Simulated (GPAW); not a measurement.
# Near-edge structure at the Sn K edge of SnSe2 (P-3m1)

Aim: the near-edge shape at the Sn K edge of SnSe2 (P-3m1), and what the core hole does to it.

Calculated with GPAW 26.7.0; X-ray absorption from dipole matrix elements to empty bands, plane-wave PAW LDA.

## (1) The starting structure

Symmetry: P-3m1, No. 164, trigonal system. Conventional cell: a = 3.811 Å, b = 3.811 Å, c = 6.136 Å, α = 90.00°, β = 90.00°, γ = 120.00°. Sn has 6 Se at 2.68 Å nearest. Nearest to Se lie 3 Sn at 2.68 Å. Farther neighbours and most contacts between anions are not listed.

Structure file:

```cif
data_structure
_symmetry_space_group_name_H-M 'P 1'
_symmetry_Int_Tables_number 1
_cell_length_a 3.8110
_cell_length_b 3.8110
_cell_length_c 6.1360
_cell_angle_alpha 90.000
_cell_angle_beta 90.000
_cell_angle_gamma 120.000
_cell_volume 77.18
loop_
_atom_site_label
_atom_site_type_symbol
_atom_site_fract_x
_atom_site_fract_y
_atom_site_fract_z
_atom_site_occupancy
Sn1 Sn 0.00000 0.00000 0.00000 1
Se2 Se 0.66667 0.33333 0.75100 1
Se3 Se 0.33333 0.66667 0.24900 1
```

## (2) The field without a hole

A plain self-consistent run shows whether there is a gap, which decides the set-up of the core-hole run.

The input, scf.py:

```python
import numpy as np
from ase import Atoms
from ase.parallel import parprint, paropen
from gpaw import GPAW, PW, FermiDirac, Mixer, MixerDif, setup_paths
from gpaw.test import gen
setup_paths.insert(0, '.')
gen('Sn', name='nch1s', xcname='LDA', corehole=(1, 0, 0), write_xml=True)
from gpaw.mpi import world
world.barrier()

atoms = Atoms('SnSe2',
    cell=[[3.811, 0, 0],
     [-1.9055, 3.30042281, 0],
     [0, 0, 6.136]],
    scaled_positions=[[0, 0, 0],
     [0.66666667, 0.33333333, 0.751],
     [0.33333333, 0.66666667, 0.249]],
    pbc=True)
atoms.calc = calc = GPAW(legacy_gpaw=True, mode=PW(430, force_complex_dtype=True), xc='LDA', setups={0: 'nch1s'},
    kpts={'size': (8, 8, 4), 'gamma': True}, occupations=FermiDirac(0.05),
    charge=0, mixer=Mixer(0.1, 5, 50), maxiter=150,
    convergence={'density': 0.0001, 'eigenstates': 1e-6}, txt='scf.txt')
energy = atoms.get_potential_energy() + calc.get_reference_energy()
ef = calc.get_fermi_level()
out = dict(energy=energy, fermi=ef, forces=atoms.get_forces().tolist())
parprint(f'all-electron energy {energy:.4f} eV, Fermi level {ef:.4f} eV')
ev = np.array([[calc.get_eigenvalues(k, s) for k in range(len(calc.get_ibz_k_points()))] for s in range(calc.get_number_of_spins())])
out['homo'], out['lumo'], out['counts'] = ev[ev < ef].max(), ev[ev > ef].min(), sorted(set((ev < ef).sum((0, 2)).tolist()))
out['filled'] = (ev[:, 0] < ef).sum(1).tolist()
import json
with paropen('out.json', 'w') as f:
    json.dump(out, f)
```

Run with:

```console
OMP_NUM_THREADS=1 mpirun -n 4 gpaw python scf.py
```

Numbers of over 12 decimals in the logs are rounded to 6 here.

What it wrote:

```text
Input parameters:
  convergence: {density: 0.0001,
                eigenstates: 1e-06}
  kpts: {gamma: True,
         size: (8, 8, 4)}
  maxiter: 150
  mixer: {backend: pulay,
          beta: 0.1,
          method: separate,
          nmaxold: 5,
          weight: 50}
  mode: {ecut: 430.0,
         force_complex_dtype: True,
         name: pw}
  occupations: {fixmagmom: False,
                name: fermi-dirac,
                width: 0.05}
  setups: {0: nch1s}

Initialize ...

[... PAW data sets ...]

Reference energy: -299899.934092  # eV

Spin-paired calculation

[... convergence settings ...]
Symmetries present (total): 4
  [... symmetry matrices ...]

256 k-points: 8 x 8 x 4 Monkhorst-Pack grid + [1/16,1/16,1/8]
78 k-points in the irreducible part of the Brillouin zone
       k-points in crystal coordinates                weights
   0:     0.00000000    0.00000000    0.00000000          1/256
   1:     0.00000000    0.00000000    0.25000000          2/256
   2:     0.00000000    0.00000000    0.50000000          1/256
   3:     0.00000000    0.12500000   -0.25000000          2/256
   4:     0.00000000    0.12500000    0.00000000          2/256
   5:     0.00000000    0.12500000    0.25000000          2/256
   6:     0.00000000    0.12500000    0.50000000          2/256
   7:     0.00000000    0.25000000   -0.25000000          2/256
   8:     0.00000000    0.25000000    0.00000000          2/256
   9:     0.00000000    0.25000000    0.25000000          2/256
          ...
  77:     0.50000000    0.50000000    0.50000000          2/256

Wave functions: Plane wave expansion
  Cutoff energy: 430.000 eV
  Number of coefficients (min, max): 1548, 1579
  Pulay-stress correction: 0.000000 eV/Ang^3 (de/decut=0.000000)
  Using FFTW library
  Wavefunction extrapolation:
    Improved wavefunction reuse through dual PAW basis

Occupation numbers: Fermi-Dirac:
  width: 0.0500  # eV

Eigensolver
   Davidson(niter=2)

Densities:
  Coarse grid: 20*20*30 grid
  Fine grid: 40*40*60 grid
  Total Charge: 0.000000

Density mixing:
  Method: separate
  Backend: pulay
  Linear mixing parameter: 0.1
  old densities: 5
  Width of damping distribution: 1.1
  Damping of long wavelength oscillations: 50

[... Hamiltonian set-up ...]
Number of atoms: 3
Number of atomic orbitals: 17
Number of bands in calculation: 17
Number of valence electrons: 26
Bands to converge: occupied

... initialized

Initializing position-dependent things.

Density initialized from atomic densities
Creating initial wave functions:
  17 bands from LCAO basis set

             Se

         Se

       Sn

Atomic positions and initial magnetic moments

Positions:
   0 Sn     0.000000    0.000000    0.000000    ( 0.0000,  0.0000,  0.0000)
   1 Se     1.905500    1.100141    4.608136    ( 0.0000,  0.0000,  0.0000)
   2 Se    -0.000000    2.200282    1.527864    ( 0.0000,  0.0000,  0.0000)

Unit cell:
           periodic     x           y           z      points  spacing
  1. axis:    yes    3.811000    0.000000    0.000000    20     0.1650
  2. axis:    yes   -1.905500    3.300423    0.000000    20     0.1650
  3. axis:    yes    0.000000    0.000000    6.136000    30     0.2045

  Lengths:   3.811000   3.811000   6.136000
  Angles:   90.000000  90.000000 120.000000

Effective grid spacing dv^(1/3) = 0.1860

iter:   1   -14.161894
iter:   2   -14.075338   -1.27  -1.22
iter:   3   -13.942955   -1.86  -1.30
iter:   4   -13.937959   -2.38  -1.56
iter:   5   -13.934665c  -2.78  -1.86
iter:   6   -13.921106   -2.94  -2.09
iter:   7   -13.921037   -4.38  -2.78
iter:   8   -13.921112c  -5.07  -3.18
iter:   9   -13.921025c  -5.11  -2.99
iter:  10   -13.921026c  -5.87  -3.77
iter:  11   -13.921027c  -6.25c -3.85
iter:  12   -13.921027c  -6.82c -3.91
iter:  13   -13.921024c  -6.49c -3.92
iter:  14   -13.921023c  -7.54c -4.45c

Converged after 14 iterations.

Dipole moment: (0.000000, -0.000000, -0.000000) |e|*Ang

Energy contributions relative to reference atoms: (reference = -299899.934092)

Kinetic:        +26.141479
Potential:      -23.653383
External:        +0.000000
XC:             -16.288874
Entropy (-ST):   -0.000074
Local:           -0.120208
SIC:             +0.000000
--------------------------
Free energy:    -13.921060
Extrapolated:   -13.921023

Showing only first 2 kpts
 Kpt  Band  Eigenvalues  Occupancy
  0    11      4.46646    2.00000
  0    12      4.84451    1.99868
  0    13      5.72469    0.00007
  0    14      7.64079    0.00000

  1    11      4.55081    2.00000
  1    12      4.55081    2.00000
  1    13      6.64192    0.00000
  1    14      7.64453    0.00000

Fermi level: 5.21056

Gap: 0.681 eV
Transition (v -> c):
  (s=0, k=4, n=12, [0.00, 0.12, 0.00]) -> (s=0, k=16, n=13, [0.00, 0.50, 0.25])
Direct/indirect transitions are different
Direct gap: 0.880 eV
Transition at: (s=0, k=0, n=12, [0.00, 0.00, 0.00])

Forces in eV/Ang:
  0 Sn    0.00000    0.00000    0.00000
  1 Se    0.00000    0.00000   -0.45657
  2 Se    0.00000   -0.00000    0.45657
Scalar-relativistic atomic LDA calculation for Sn (Tin, Z=50)
Core hole in 1s state (1s occupation: 2.0)
750 radial gridpoints.
|------------------------------------------------|
|------------------------------------------------|
[... the atom generator's iteration count ...]

Energy contributions:
-------------------------
Kinetic:    +6433.602378
XC:          -159.347132
Potential: -12443.201828
-------------------------
Total:      -6168.946582

state      eigenvalue         ekin         rmax
-----------------------------------------------
1s^2.0 : -1063.730537  1353.317949        0.019
2s^2.0 :  -160.675785   281.234255        0.106
2p^6.0 :  -144.457695   266.941499        0.085
3s^2.0 :   -30.987638    80.007389        0.308
3p^6.0 :   -25.667637    74.293258        0.301
3d^10.0:   -17.408854    67.551481        0.251
4s^2.0 :    -4.906972    21.601013        0.745
4p^6.0 :    -3.291998    18.274761        0.788
4d^10.0:    -0.952163    12.016196        0.887
5s^2.0 :    -0.396843     2.800661        2.004
5p^2.0 :    -0.142200     1.472983        2.539
-----------------------------------------------
(units: Bohr and Hartree)

Generating PAW setup
Kinetic energy of the core from tauc = 6485.771847213865
Cutoffs:
rc(s)=2.270
rc(p)=2.400
rc(d)=2.240
rc(vbar)=2.250
rc(comp)=2.260
rc(nct)=2.400

Kinetic energy of the core states: 6304.893134
Charge: 0.0
Core electrons: 36.0
Valence electrons: 14.0
Pseudo-core charge: 0.328396
Shape function alpha=1.958
Pseudo-electron charge 6.835440
state    eigenvalue         norm
--------------------------------
5s(2) :    -0.396843     1.152734
*s    :     0.603157
5p(2) :    -0.142200     1.024228
*p    :     0.857800
4d(10):    -0.952163     0.215312
*d    :     0.047837
--------------------------------

Diagonalizing with gridspacing h=0.050

state   all-electron     PAW
-------------------------------
5s:      -0.396843    -0.397377
5p:      -0.142200    -0.142842
4d:      -0.952163    -0.953074
*f:                    0.066259
-------------------------------
all-electron energy -299913.8551 eV, Fermi level 5.2106 eV
```

Wall time 12 s (4 MPI ranks of AMD EPYC 7R43, shared host); peak memory 0.18 GiB; 48 s of CPU time.

The mesh shows a gap of 0.68 eV, so the hole is first treated in a charged cell, without the excited electron.

## (3) Spectrum without a core hole, Sn atom 1

This cheap baseline ignores the attraction of the hole: it shows the absorber's empty states as they are in the ground state. The data set with a hole of occupation 0 only carries the core orbital.

The absorber has 6 Se at 2.68 Å (octahedral, site symmetry -3m).

The input, xas.py:

```python
import numpy as np
from ase import Atoms
from ase.parallel import parprint, paropen
from gpaw import GPAW, PW, FermiDirac, Mixer, MixerDif, setup_paths
from gpaw.test import gen
setup_paths.insert(0, '.')
gen('Sn', name='nch1s', xcname='LDA', corehole=(1, 0, 0), write_xml=True)
from gpaw.mpi import world
world.barrier()

atoms = Atoms('SnSe2',
    cell=[[3.811, 0, 0],
     [-1.9055, 3.30042281, 0],
     [0, 0, 6.136]],
    scaled_positions=[[0, 0, 0],
     [0.66666667, 0.33333333, 0.751],
     [0.33333333, 0.66666667, 0.249]],
    pbc=True)
atoms.calc = calc = GPAW(legacy_gpaw=True, mode=PW(430, force_complex_dtype=True), xc='LDA', setups={0: 'nch1s'},
    kpts={'size': (8, 8, 4), 'gamma': True}, occupations=FermiDirac(0.02),
    charge=0, mixer=Mixer(0.1, 5, 50), maxiter=150,
    convergence={'density': 0.0001, 'eigenstates': 1e-6}, txt='scf.txt')
energy = atoms.get_potential_energy() + calc.get_reference_energy()
ef = calc.get_fermi_level()
out = dict(energy=energy, fermi=ef, forces=atoms.get_forces().tolist())
parprint(f'all-electron energy {energy:.4f} eV, Fermi level {ef:.4f} eV')
ev = np.array([[calc.get_eigenvalues(k, s) for k in range(len(calc.get_ibz_k_points()))] for s in range(calc.get_number_of_spins())])
out['homo'], out['lumo'], out['counts'] = ev[ev < ef].max(), ev[ev > ef].min(), sorted(set((ev < ef).sum((0, 2)).tolist()))
out['filled'] = (ev[:, 0] < ef).sum(1).tolist()

from ase.units import Ha
from gpaw.xas import dipole_matrix_elements
nb = int(calc.get_number_of_electrons() / 2) + 49
top, nb = nb, nb + 8 + nb // 12
nscf = calc.fixed_density(kpts={'size': (6, 6, 3), 'gamma': True}, nbands=nb,
    convergence={'bands': top, 'eigenstates': 5e-3}, maxiter=60, txt='nscf.txt')
cell = atoms.cell.array
ops = [cell.T @ U.T @ np.linalg.inv(cell.T) for U in nscf.wfs.kd.symmetry.op_scc]
filled = [13]  # bands filled in the ground state, by spin
E = np.arange(-25, 34, 0.1)
fwhm = np.interp(E, [4, 25], [8.49, 8.49])
Y, X, zero, highest = 0, 0, 1e9, 1e9
for spin in range(nscf.get_number_of_spins()):
    wfs = nscf.wfs
    mine = wfs.bd.get_slice()  # this rank's bands
    A = dipole_matrix_elements(wfs.setups[0])
    eps = np.zeros((wfs.kd.nibzkpts, nb))
    d = np.zeros((3, A.shape[1], wfs.kd.nibzkpts, nb), complex)
    for kpt in wfs.kpt_u:
        if kpt.s == spin and 0 in kpt.P_ani:
            eps[kpt.k, mine] = kpt.eps_n * Ha
            d[:, :, kpt.k, mine] = (kpt.weight * wfs.nspins / 2) ** 0.5 * np.inner(A, kpt.P_ani[0])
    world.sum(eps)
    world.sum(d)
    T = np.einsum('amkn,bmkn->abkn', d, d.conj()).real
    T = sum(np.einsum('ai,ijkn,bj->abkn', R, T, R) for R in ops) / len(ops)
    empty = np.ones_like(eps, bool) & (np.arange(nb) >= filled[spin])
    zero, highest = min(zero, eps[empty].min()), min(highest, eps[:, top - 1].min())
    lines = [(eps, T, empty)] if spin == 0 else lines + [(eps, T, empty)]
for eps, T, empty in lines:
    f = np.einsum('aakn->akn', T).reshape(3, -1)
    x = eps.ravel() - zero
    w = np.interp(x, E, fwhm) / 2.35482
    g = np.exp(-0.5 * ((E[:, None] - x) / w) ** 2) / (w * (2 * np.pi) ** 0.5)
    Y = Y + (f * empty.ravel()) @ g.T
    X = X + (f * ~empty.ravel()) @ g.T
out.update(E=E.round(2).tolist(), xas=Y.tolist(), xes=X.tolist(), zero=zero, valid=highest - zero, nk=len(eps), nb=nb)
for i in range(0, len(E), 10):
    parprint(f'{E[i]:7.2f}', *(f'{v:10.3e}' for v in Y[:, i]))
import json
with paropen('out.json', 'w') as f:
    json.dump(out, f)
```

Run with:

```console
OMP_NUM_THREADS=1 mpirun -n 4 gpaw python xas.py
```

What it wrote:

```text
Input parameters:
  convergence: {density: 0.0001,
                eigenstates: 1e-06}
  kpts: {gamma: True,
         size: (8, 8, 4)}
  maxiter: 150
  mixer: {backend: pulay,
          beta: 0.1,
          method: separate,
          nmaxold: 5,
          weight: 50}
  mode: {ecut: 430.0,
         force_complex_dtype: True,
         name: pw}
  occupations: {fixmagmom: False,
                name: fermi-dirac,
[...]
*d    :     0.047837
--------------------------------

Diagonalizing with gridspacing h=0.050

state   all-electron     PAW
-------------------------------
5s:      -0.396843    -0.397377
5p:      -0.142200    -0.142842
4d:      -0.952163    -0.953074
*f:                    0.066259
-------------------------------
all-electron energy -299913.8551 eV, Fermi level 5.2008 eV
[...]
32.00  1.604e-08  1.604e-08  1.466e-08
  33.00  1.588e-08  1.589e-08  1.469e-08
[key lines of the parts left out:]
Converged after 14 iterations.
Dipole moment: (0.000000, -0.000000, -0.000000) |e|*Ang
Free energy:    -13.921051
Fermi level: 5.20084
```

The job ended after 18 s (4 MPI ranks; peak memory 0.23 GiB).

The Sn K spectrum, Sn atom 1, no core hole (energy from the lowest empty level; intensity scaled to a mean of 1 over the first 20 eV; polarised curves are means over the symmetry-equivalent atoms):

| E (eV) | isotropic | ε ⊥ c | ε ∥ c |
| --- | --- | --- | --- |
| -2.0 | 0.25 | 0.24 | 0.25 |
| -1.4 | 0.32 | 0.32 | 0.32 |
| -0.8 | 0.41 | 0.41 | 0.42 |
| -0.2 | 0.52 | 0.51 | 0.52 |
| 0.4 | 0.63 | 0.63 | 0.64 |
| 1.0 | 0.75 | 0.75 | 0.76 |
| 1.6 | 0.87 | 0.87 | 0.88 |
| 2.2 | 0.99 | 0.99 | 1.00 |
| 2.8 | 1.10 | 1.09 | 1.12 |
| 3.4 | 1.19 | 1.19 | 1.21 |
| 4.0 | 1.27 | 1.26 | 1.29 |
| 4.6 | 1.32 | 1.31 | 1.34 |
| 5.2 | 1.35 | 1.34 | 1.37 |
| 5.8 | 1.35 | 1.34 | 1.37 |
| 6.4 | 1.33 | 1.32 | 1.35 |
| 7.0 | 1.30 | 1.29 | 1.32 |
| 7.6 | 1.25 | 1.25 | 1.27 |
| 8.2 | 1.20 | 1.20 | 1.21 |
| 8.8 | 1.15 | 1.15 | 1.15 |
| 9.4 | 1.10 | 1.10 | 1.09 |
| 10.0 | 1.05 | 1.06 | 1.03 |
| 10.6 | 1.01 | 1.02 | 0.98 |
| 11.2 | 0.97 | 0.99 | 0.94 |
| 11.8 | 0.94 | 0.96 | 0.91 |
| 12.4 | 0.92 | 0.94 | 0.88 |
| 13.0 | 0.90 | 0.92 | 0.86 |
| 13.6 | 0.88 | 0.90 | 0.85 |
| 14.2 | 0.86 | 0.88 | 0.84 |
| 14.8 | 0.85 | 0.86 | 0.83 |
| 15.4 | 0.84 | 0.85 | 0.82 |
| 16.0 | 0.83 | 0.83 | 0.81 |
| 16.6 | 0.82 | 0.82 | 0.81 |
| 17.2 | 0.81 | 0.81 | 0.81 |
| 17.8 | 0.80 | 0.80 | 0.81 |
| 18.4 | 0.80 | 0.79 | 0.81 |
| 19.0 | 0.79 | 0.78 | 0.81 |
| 19.6 | 0.79 | 0.78 | 0.81 |
| 20.2 | 0.79 | 0.77 | 0.81 |
| 20.8 | 0.78 | 0.77 | 0.82 |
| 21.4 | 0.78 | 0.77 | 0.82 |
| 22.0 | 0.78 | 0.77 | 0.82 |
| 22.6 | 0.79 | 0.77 | 0.82 |
| 23.2 | 0.79 | 0.77 | 0.82 |
| 23.8 | 0.79 | 0.77 | 0.82 |
| 24.4 | 0.79 | 0.78 | 0.82 |
| 25.0 | 0.80 | 0.78 | 0.82 |
| 25.6 | 0.80 | 0.79 | 0.82 |
| 26.2 | 0.81 | 0.80 | 0.82 |
| 26.8 | 0.81 | 0.81 | 0.82 |
| 27.4 | 0.82 | 0.82 | 0.82 |
| 28.0 | 0.83 | 0.83 | 0.81 |
| 28.6 | 0.83 | 0.84 | 0.81 |
| 29.2 | 0.83 | 0.85 | 0.80 |
| 29.8 | 0.84 | 0.86 | 0.80 |
| 30.4 | 0.84 | 0.86 | 0.79 |
| 31.0 | 0.84 | 0.86 | 0.79 |
| 31.6 | 0.83 | 0.86 | 0.79 |

Main maxima below 29 eV (height): 5.6 eV (1.35). A K edge sees empty p states on the absorber.

The same matrix elements for filled bands give the Sn K emission of Sn atom 1 (ground-state approximation; energy from the lowest empty level, largest value 1):

| E (eV) | emission |
| --- | --- |
| -24.00 | 0.00 |
| -23.25 | 0.00 |
| -22.50 | 0.00 |
| -21.75 | 0.00 |
| -21.00 | 0.01 |
| -20.25 | 0.01 |
| -19.50 | 0.01 |
| -18.75 | 0.02 |
| -18.00 | 0.03 |
| -17.25 | 0.04 |
| -16.50 | 0.05 |
| -15.75 | 0.06 |
| -15.00 | 0.07 |
| -14.25 | 0.08 |
| -13.50 | 0.10 |
| -12.75 | 0.12 |
| -12.00 | 0.15 |
| -11.25 | 0.19 |
| -10.50 | 0.24 |
| -9.75 | 0.30 |
| -9.00 | 0.39 |
| -8.25 | 0.48 |
| -7.50 | 0.59 |
| -6.75 | 0.71 |
| -6.00 | 0.81 |
| -5.25 | 0.90 |
| -4.50 | 0.97 |
| -3.75 | 1.00 |
| -3.00 | 0.99 |
| -2.25 | 0.95 |
| -1.50 | 0.87 |
| -0.75 | 0.77 |
| 0.00 | 0.65 |
| 0.75 | 0.53 |
| 1.50 | 0.42 |
| 2.25 | 0.31 |
| 3.00 | 0.23 |

Emission maxima: -3.6 eV (1.00).

## (4) Supercell without a hole, the energy reference

The photon energy needs a difference of total energies, so the cell and mesh of the coming hole run are first run without a hole.

Edit scf.py of step 2 so:

```diff
@@ -10,12 +10,18 @@
 
-atoms = Atoms('SnSe2',
-    cell=[[3.811, 0, 0],
-     [-1.9055, 3.30042281, 0],
-     [0, 0, 6.136]],
+atoms = Atoms('Sn3Se6',
+    cell=[[0, -6.60084563, 0],
+     [5.7165, -3.30042281, 0],
+     [-1.9055, 3.30042281, 6.136]],
     scaled_positions=[[0, 0, 0],
-     [0.66666667, 0.33333333, 0.751],
-     [0.33333333, 0.66666667, 0.249]],
+     [0.33333333, 0.33333333, 0],
+     [0.66666667, 0.66666667, 0],
+     [0.917, 0.58366667, 0.751],
+     [0.25033333, 0.917, 0.751],
+     [0.58366667, 0.25033333, 0.751],
+     [0.74966667, 0.083, 0.249],
+     [0.083, 0.41633333, 0.249],
+     [0.41633333, 0.74966667, 0.249]],
     pbc=True)
 atoms.calc = calc = GPAW(legacy_gpaw=True, mode=PW(430, force_complex_dtype=True), xc='LDA', setups={0: 'nch1s'},
-    kpts={'size': (8, 8, 4), 'gamma': True}, occupations=FermiDirac(0.05),
+    kpts={'size': (4, 4, 4), 'gamma': True}, occupations=FermiDirac(0.02),
     charge=0, mixer=Mixer(0.1, 5, 50), maxiter=150,
```

Run with:

```console
OMP_NUM_THREADS=1 mpirun -n 4 gpaw python scf.py
```

What it wrote:

```text
Input parameters:
  convergence: {density: 0.0001,
                eigenstates: 1e-06}
  kpts: {gamma: True,
         size: (4, 4, 4)}
  maxiter: 150
  mixer: {backend: pulay,
          beta: 0.1,
          method: separate,
          nmaxold: 5,
          weight: 50}
  mode: {ecut: 430.0,
         force_complex_dtype: True,
         name: pw}
  occupations: {fixmagmom: False,
                name: fermi-dirac,
[...]
*s    :     0.603157
5p(2) :    -0.142200     1.024228
*p    :     0.857800
4d(10):    -0.952163     0.215312
*d    :     0.047837
--------------------------------

Diagonalizing with gridspacing h=0.050

state   all-electron     PAW
-------------------------------
5s:      -0.396843    -0.397377
5p:      -0.142200    -0.142842
4d:      -0.952163    -0.953074
*f:                    0.066259
-------------------------------
all-electron energy -899741.5673 eV, Fermi level 5.1837 eV
[key lines of the parts left out:]
Converged after 14 iterations.
Dipole moment: (0.000000, -0.000000, -0.000000) |e|*Ang
Free energy:    -41.765011
Fermi level: 5.18366
```

It took 35 s on 4 MPI ranks; peak memory 0.29 GiB; 2.3 min of CPU time.

Reference energy: -899741.567 eV with the cores included.

[end of part 1 of 2]

[Banner, clock and machine lines of the logs are left out without a mark of their own.]

[Logs are printed without paths, hosts, clocks, repeated set-up lines and the standing remarks that a program may print on its own settings, such as how far it seeks lower states.]

[Hosts, paths, dates, database ids (printed as entryN), source tags and the programs' standing remarks are cut or masked in the printed files.]

[Lists of maxima count a maximum above −3 eV only where it reaches 4 % of the highest in the window and stands out from its surroundings by 2 % of it (1.5 % where it reaches 55 %); shoulders and weaker maxima are passed over, and of the rest the first, up to two pre-edge ones and the few strongest are named.]
